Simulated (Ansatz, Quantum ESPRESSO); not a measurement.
**NaI (Fm-3m): third-order response**

Wanted: vibrational spectra of NaI (Fm-3m) from linear and non-linear response.

Calculated with Quantum ESPRESSO 8.0 development, patched; DFT LDA, scalar-relativistic, plane waves, PseudoDojo norm-conserving pseudopotentials.

This is a report of a sequence of runs, with most program output left out.

## Step 1: The structure

It takes space group Fm-3m (No. 225, cubic). Conventional cell: a = 6.473 Å, b = 6.473 Å, c = 6.473 Å, α = 90.00°, β = 90.00°, γ = 90.00°. Nearest to Na lie 6 I at 3.24 Å. I has 6 Na at 3.24 Å nearest. Farther neighbours and most contacts between anions are not listed.

Coordinates:

```
Na I
1.0
    -3.23640    0.00000    3.23640
     0.00000    3.23640    3.23640
    -3.23640    3.23640    0.00000
Na I
1 1
Direct
  0.00000 0.00000 0.00000
  0.50000 0.50000 0.50000
```

## Step 2: A probe with smearing

Before anything dear is run, a loose run with smearing shows whether this is a metal and how far the cell is from rest.

File probe.in:

```
&CONTROL
  calculation = 'scf'
  prefix      = 'x'
  outdir      = './tmp'
  pseudo_dir  = './pseudo'
  tprnfor     = .true.
  tstress     = .true.
  verbosity   = 'high'
/
&SYSTEM
  ibrav       = 2
  celldm(1)   = 12.23181926
  nat         = 2
  ntyp        = 2
  ecutwfc     = 88.0
  occupations = 'smearing'
  smearing    = 'gaussian'
  degauss     = 0.01
/
&ELECTRONS
  conv_thr         = 1.0d-07
  mixing_beta      = 0.7
  electron_maxstep = 100
/
ATOMIC_SPECIES
 Na     22.9898  Na.upf
 I     126.9045  I.upf
ATOMIC_POSITIONS crystal
 Na     0.000000000   0.000000000   0.000000000
 I      0.500000000   0.500000000   0.500000000
K_POINTS automatic
 6 6 6 0 0 0
```

Launch:

```bash
$ OMP_NUM_THREADS=1 mpirun -n 2 pw.x -nk 2 -in probe.in > probe.out
```

Wall time 3.8 s (2 MPI ranks of AMD EPYC 9R45 (Zen 5), shared host); 7.2 s of CPU time.

Numbers from this step:

```yaml
volume_per_atom: 33.90 Å³
pressure: -1.630 GPa
gap_on_the_k_mesh: 3.329 eV
```

A gap of 3.3 eV opens on this mesh, so the crystal is taken as an insulator; the start stands at -1.6 GPa.

## Step 3: Relaxing the cell and atoms

The relaxation runs at a cutoff a fifth above that of the response, since stress converges more slowly with the basis than frequencies do. Forces and stress are brought to rest with tight thresholds.

File relax.in:

```
&CONTROL
  calculation   = 'vc-relax'
  prefix        = 'x'
  outdir        = './tmp'
  pseudo_dir    = './pseudo'
  tprnfor       = .true.
  tstress       = .true.
  forc_conv_thr = 2.0d-05
  etot_conv_thr = 1.0d-07
  nstep         = 40
/
&SYSTEM
  ibrav       = 2
  celldm(1)   = 12.23181926
  nat         = 2
  ntyp        = 2
  ecutwfc     = 106
  occupations = 'fixed'
  nbnd        = 10
/
&ELECTRONS
  conv_thr         = 1.0d-11
  mixing_beta      = 0.7
  electron_maxstep = 100
/
&IONS
/
&CELL
  press_conv_thr = 0.2
/
ATOMIC_SPECIES
 Na     22.9898  Na.upf
 I     126.9045  I.upf
ATOMIC_POSITIONS crystal
 Na     0.000000000   0.000000000   0.000000000
 I      0.500000000   0.500000000   0.500000000
K_POINTS automatic
 6 6 6 0 0 0
```

Launch:

```bash
$ OMP_NUM_THREADS=1 mpirun -n 2 pw.x -nk 2 -in relax.in > relax.out
```

Elapsed: 34 s, on 2 MPI ranks.

Step by step:

| step | energy less that of the first step (eV) | largest force (eV/Å) | pressure (GPa) | volume (Å³) |
| --- | --- | --- | --- | --- |
| 1 | 0.0000 | 0.0000 | -1.61 | 67.80 |
| 2 | -0.0054 | 0.0000 | -1.51 | 67.24 |
| 3 | -0.0128 | 0.0000 | -1.34 | 66.41 |
| 4 | -0.0220 | 0.0000 | -1.07 | 65.18 |
| 5 | -0.0316 | 0.0000 | -0.60 | 63.37 |
| 6 | -0.0353 | 0.0000 | 0.08 | 61.18 |
| 7 | -0.0353 | 0.0000 | -0.01 | 61.43 |
| 8 | -0.0353 | 0.0000 | 0.00 | 61.42 |
| 9 | -0.0353 | 0.0000 | 0.00 | 61.42 |

| conventional cell, symmetrised | before | after | change |
| --- | --- | --- | --- |
| a (Å) | 6.473 | 6.263 | -3.2 % |
| b (Å) | 6.473 | 6.263 | -3.2 % |
| c (Å) | 6.473 | 6.263 | -3.2 % |
| volume (Å³/atom) | 33.90 | 30.71 | -9.4 % |

Final coordinates:

```cif
data_structure
_symmetry_space_group_name_H-M 'P 1'
_symmetry_Int_Tables_number 1
_cell_length_a 4.4287
_cell_length_b 4.4287
_cell_length_c 4.4287
_cell_angle_alpha 60.000
_cell_angle_beta 60.000
_cell_angle_gamma 60.000
_cell_volume 61.42
loop_
_atom_site_label
_atom_site_type_symbol
_atom_site_fract_x
_atom_site_fract_y
_atom_site_fract_z
_atom_site_occupancy
Na1 Na 0.00000 0.00000 0.00000 1
I2 I 0.50000 0.50000 0.50000 1
```

The last row of the table of steps is pw.x's closing run on a basis chosen anew for the final cell, so its energy can jump.

Numbers from this step:

```
volume per atom   : 30.71 Å³
pressure          : 0.001 GPa
gap on the k-mesh : 3.611 eV
```

The volume changes by -9.4 % from the cell with which this run began.

## Step 4: Self-consistent run for the response

The response is built on this ground state, so it is converged far tighter than an energy would need. With a gap, occupations are fixed, which also allows the response to an electric field.

File scf.in:

```
&CONTROL
  calculation = 'scf'
  prefix      = 'x'
  outdir      = './tmp'
  pseudo_dir  = './pseudo'
  tprnfor     = .true.
  tstress     = .true.
/
&SYSTEM
  ibrav       = 2
  celldm(1)   = 11.83552062
  nat         = 2
  ntyp        = 2
  ecutwfc     = 88.0
  occupations = 'fixed'
  nbnd        = 10
/
&ELECTRONS
  conv_thr         = 1.0d-12
  mixing_beta      = 0.7
  electron_maxstep = 100
/
ATOMIC_SPECIES
 Na     22.9898  Na.upf
 I     126.9045  I.upf
ATOMIC_POSITIONS crystal
 Na     0.000000000   0.000000000   0.000000000
 I      0.500000000   0.500000000   0.500000000
K_POINTS automatic
 6 6 6 0 0 0
```

Launch:

```bash
$ OMP_NUM_THREADS=1 mpirun -n 2 pw.x -nk 2 -in scf.in > scf.out
```

Elapsed: 4.5 s, on 2 MPI ranks.

This step gave:

* pressure: -0.003000 GPa

The cell stands at -0.0030 GPa, close enough for phonons.

## Step 5: Linear response at Γ

At q = 0 one unit cell holds all displacements; symmetry groups them into irreducible representations that are solved one by one. The response to a field gives ε∞ and the Born charges, which polar modes need. Third-order response adds the Raman tensors.

File ph.in:

```
phonons
&INPUTPH
  prefix = 'x'
  outdir = './tmp'
  fildyn = 'g.dyn'
  tr2_ph = 1.0d-18
  epsil  = .true.
  lraman = .true.
  elop   = .true.
/
0.000000000000 0.000000000000 0.000000000000
```

Launch:

```bash
$ OMP_NUM_THREADS=1 mpirun -n 2 ph.x -nk 2 -in ph.in > ph.out
```

Elapsed: 3 min, on 2 MPI ranks.

Read from the output:

```yaml
miss_of_the_charge_sum_rule: 0.008840 e
largest_acoustic_frequency_at_the_zone_centre_before_the_sum_rule: 3.69 cm⁻¹
highest_optical_zone_centre_mode_no_lo_to_term: 130.5 cm⁻¹
lowest_optical_zone_centre_mode: 130.5 cm⁻¹
mean_high_frequency_dielectric_constant: 3.657
largest_born_charge_in_size_third_of_the_trace: 1.176 e
```

Born charge (rows field, columns displacement), before the sum rule (e), principal values of the symmetric part by kind of site:

| atom | atoms with these values | low | middle | high | mean |
| --- | --- | --- | --- | --- | --- |
| Na1 | 1 | 1.17 | 1.17 | 1.17 | 1.17 |
| I2 | 1 | -1.18 | -1.18 | -1.18 | -1.18 |

In full for Na1:

```
1.17 0.00 0.00
0.00 1.17 0.00
0.00 0.00 1.17
```

High-frequency dielectric tensor:

```
3.66 0.00 0.00
0.00 3.66 0.00
0.00 0.00 3.66
```

The acoustic modes at Γ come out as far as 3.7 cm⁻¹ from zero, where they should vanish, a small numerical error; the Born charges miss their sum rule by 0.0088 e, which is good.

## Step 6: Zone-centre analysis

A rigid shift of the crystal must cost nothing, but grids and finite bases break this; the acoustic sum rule is imposed before the matrix is diagonalised again. With Born charges the intensities follow, and the static dielectric tensor.

File dynmat.in:

```
&INPUT
  fildyn = 'g.dyn'
  asr    = 'simple'
  fileig = 'dynmat.eig'
  lperm  = .true.
/
```

Launch:

```bash
$ dynmat.x -in dynmat.in > dynmat.out
```

Run time: 0.62 s. Hardware: 1 thread.

This step gave:

- highest optical zone-centre mode (no LO-TO term): 130.2 cm⁻¹
- lowest optical zone-centre mode: 130.2 cm⁻¹
- mean static dielectric constant: 6.992

Unit eigenvectors of the mass-weighted matrix after the sum rule; no LO-TO term. The modes at Γ (shares of kinetic energy by element, %):

| mode | frequency (cm⁻¹) | symmetry | Na % | I % |
| --- | --- | --- | --- | --- |
| 1 | 0.0 | acoustic | 15 | 85 |
| 2 | 0.0 | acoustic | 15 | 85 |
| 3 | 0.0 | acoustic | 15 | 85 |
| 4 | 130.2 | T1u | 85 | 15 |
| 5 | 130.2 | T1u | 85 | 15 |
| 6 | 130.2 | T1u | 85 | 15 |

Displacements in mode 5 (130.2 cm⁻¹), the largest set to 1:
```
Na1  0.00  0.00  1.00
I2   0.00  0.00 -0.18
```

Degenerate modes summed, no LO-TO term. Lines of the infrared spectrum (strongest = 100):

| position (cm⁻¹) | lines merged | label | IR intensity, relative |
| --- | --- | --- | --- |
| 130 | 3 | T1u | 100 |

Static dielectric tensor (ions relaxed, fixed cell):

```
6.99 0.00 0.00
0.00 6.99 0.00
0.00 0.00 6.99
```

The rule moves no optical mode by more than 0.3 cm⁻¹.

## Step 7: Sum rules set otherwise: a sum rule for molecules or wires on a crystal

This rule also removes rotations, which suits molecules and not a crystal; it is tried to see the harm.

File dynmat.in:

```
&INPUT
  fildyn = 'g.dyn'
  asr    = 'zero-dim'
  fileig = 'dynmat.eig'
  lperm  = .true.
/
```

Launch:

```bash
$ dynmat.x -in dynmat.in > dynmat.out
```

Run time: 0.61 s. Hardware: 1 thread.

The run ended normally, but on settings that are not sound.

The fault: a sum rule for molecules or wires on a crystal; 2 optical modes are projected out to zero frequency, as if they were rotations, and the static dielectric tensor is spoilt.

For a crystal the rule has to be 'simple' or 'crystal'.

Zone-centre frequencies as printed; negative means imaginary. Modes:

| mode | frequency (cm⁻¹) |
| --- | --- |
| 1 | 0 |
| 2 | 0 |
| 3 | 0 |
| 4 | 0 |
| 5 | 0 |
| 6 | 130.3 |

## Step 8: Sum rules set otherwise (asr crystal)

The rule can be imposed in more than one way; the choices should agree where the raw error is small.

File dynmat.in:

```
&INPUT
  fildyn = 'g.dyn'
  asr    = 'crystal'
  fileig = 'dynmat.eig'
  lperm  = .true.
/
```

Launch:

```bash
$ dynmat.x -in dynmat.in > dynmat.out
```

It took 0.6 s on 1 thread.

This step gave:

```yaml
highest_optical_zone_centre_mode_no_lo_to_term: 130.3 cm⁻¹
lowest_optical_zone_centre_mode: 130.3 cm⁻¹
mean_static_dielectric_constant: 6.987
```

Zone-centre frequencies as printed; negative means imaginary. Modes:

| mode | frequency (cm⁻¹) |
| --- | --- |
| 1 | 0 |
| 2 | 0 |
| 3 | 0 |
| 4 | 130.3 |
| 5 | 130.3 |
| 6 | 130.3 |

Against the first rule no mode moves by more than 0.2 cm⁻¹.

## Step 9: Modes along a direction of q (1 0 0)

A longitudinal polar mode sets up a macroscopic field that stiffens it; the term hangs on the direction from which q goes to zero.

File dynmat.in:

```
&INPUT
  fildyn = 'g.dyn'
  asr    = 'simple'
  fileig = 'dynmat.eig'
  q(1)   = 1.0
  q(2)   = 0.0
  q(3)   = 0.0
/
```

Launch:

```bash
$ dynmat.x -in dynmat.in > dynmat.out
```

Elapsed: 0.61 s, on 1 thread.

Numbers from this step:

| Item | Value |
| --- | --- |
| highest mode moved by the LO-TO term | 180.0 cm⁻¹ |

Zone-centre frequencies as printed; negative means imaginary. Modes:

| mode | frequency (cm⁻¹) |
| --- | --- |
| 1 | 0 |
| 2 | 0 |
| 3 | 0 |
| 4 | 130.2 |
| 5 | 130.2 |
| 6 | 180 |

The field moves one mode, from 130 to 180 cm⁻¹; the others stay.

## Step 10: A second program

The same cell goes through another code at the same cutoff. The files are of one family, but Ansatz's library holds files of its own making for some heavy elements, so those for I may differ. Its k mesh is centred on Γ.

This step: DFT LDA, scalar-relativistic, plane waves, norm-conserving pseudopotentials of its library (PseudoDojo's, some remade) (Ansatz 0.2.0).

File input.yaml:

```yaml
crystal:
  lattice:
    - [-3.131543896, 0.0, 3.131543896]
    - [0.0, 3.131543896, 3.131543896]
    - [-3.131543896, 3.131543896, 0.0]
  atoms:
    - { symbol: Na, position: [0.0, 0.0, 0.0] }
    - { symbol: I, position: [0.5, 0.5, 0.5] }
kpoints:
  mp_grid: { grid: [6, 6, 6] }
hamiltonian:
  xc: lda
  pseudopotentials: { kind: nc, accuracy: standard }
scf:
  occupations: { method: fixed }
output:
  eigenvalues: true
basis:
  ecutwfc: 1197.301
phonons:
  method: dfpt
  dielectric: true
  rigid_motions: translations
  raman: true
```

Launch:

```bash
$ ansatz run input.yaml --threads 2 --pin off --max-ram 4096MiB --backend cpu --events-out ev --progress --plain --runs-dir out
```

Wall time 61 s (2 threads); peak memory 1.1 GiB; 2 min of CPU time.

Numbers from this step:

```yaml
sum_rule_residual_before_enforcement: 1.44e-4 eV/Å²
miss_of_the_charge_sum_rule: 1.23e-4 e
estimated_error_of_the_dielectric_tensor: 0.008084
estimated_error_of_the_born_charges: 0.009714 e
highest_optical_zone_centre_mode_no_lo_to_term: 130.2 cm⁻¹
lowest_optical_zone_centre_mode: 130.2 cm⁻¹
mean_high_frequency_dielectric_constant: 3.635
largest_born_charge_in_size_third_of_the_trace: 1.167 e
mean_static_dielectric_constant: 6.943
highest_mode_moved_by_the_lo_to_term: 179.9 cm⁻¹
```

Transverse modes. Lines of the infrared spectrum (strongest = 100):

| position (cm⁻¹) | label | IR intensity ((D/Å)²/amu), degenerate modes summed, relative |
| --- | --- | --- |
| 130 | T1u | 100 |

## Step 11: Side by side: QE PseudoDojo and Ansatz, library NC

Worked out from the results:

* root-mean-square difference: 0.01 cm⁻¹
* largest difference: 0.01 cm⁻¹

Frequencies side by side, by row:

| q (reciprocal lattice) | mode | QE PseudoDojo (cm⁻¹) | Ansatz, library NC (cm⁻¹) |
| --- | --- | --- | --- |
| 0 0 0 | 1 | 0 | 0 |
| 0 0 0 | 2 | 0 | 0 |
| 0 0 0 | 3 | 0 | 0 |
| 0 0 0 | 4 | 130.2 | 130.2 |
| 0 0 0 | 5 | 130.2 | 130.2 |
| 0 0 0 | 6 | 130.2 | 130.2 |

The two runs side by side. Further quantities:

| quantity | QE PseudoDojo | Ansatz, library NC |
| --- | --- | --- |
| mean ε∞ | 3.657 | 3.635 |
| largest Born charge in size (e; the first before, the second after the charge sum rule) | 1.176 | 1.167 |
| summed IR intensity ((D/Å)²/amu) | 4.883 | 4.844 |

At the zone centre the largest difference (acoustic modes at Γ apart) is 0.008 % of the highest mode.

## Step 12: Summary of results

```
space group after relaxation                                           : Fm-3m
volume per atom                                                        : 30.7 Å³
gap on the k-mesh                                                      : 3.61 eV
highest optical zone-centre mode (no LO-TO term)                       : 130.2 cm⁻¹
highest mode moved by the LO-TO term                                   : 180.0 cm⁻¹
mean high-frequency dielectric constant                                : 3.66
largest Born charge in size (third of the trace)                       : 1.18 e
mean static dielectric constant                                        : 6.99
imaginary optical modes at the zone centre (no q mesh in this session) : none
largest difference from Ansatz, library NC                             : 0.01 cm⁻¹
```

What this shows: No mode is Raman active in this structure; the strongest infrared line lies at 130 cm⁻¹. At the LDA level the optical modes of NaI (Fm-3m) at the zone centre (no LO-TO term) lie at 130 cm⁻¹. Along the directions run, the highest mode that the macroscopic field moves lies at 180 cm⁻¹. Lattice motion raises the mean dielectric constant from 3.657 to 6.992. The Born charge of I is -1.176 e against a formal charge of -1, somewhat above it. The Lyddane-Sachs-Teller relation holds: (ωLO/ωTO)² is 1.91 and ε₀/ε∞ is 1.91. QE PseudoDojo and Ansatz, library NC agree to 0.01 cm⁻¹ (0.008 % of the highest mode compared) on all solved modes but the acoustic ones at Γ, without the LO-TO term. These are harmonic frequencies at zero temperature: anharmonic shifts and linewidths and thermal expansion are left out. Spin-orbit coupling is left out, which can matter for the heavy elements here. The build is a development version in which the Raman tensors of release 7.5 are mended; dynmat.x leaves out the electro-optic term of LO lines.

[Host names and launcher messages were left out of these logs when they were recorded.]

[Logs are printed without paths, hosts, clocks, repeated set-up lines and the standing remarks that a program may print on its own settings, such as how far it seeks lower states.]

[Hosts, paths, dates, database ids (printed as entryN), source tags and the programs' standing remarks are cut or masked in the printed files.]
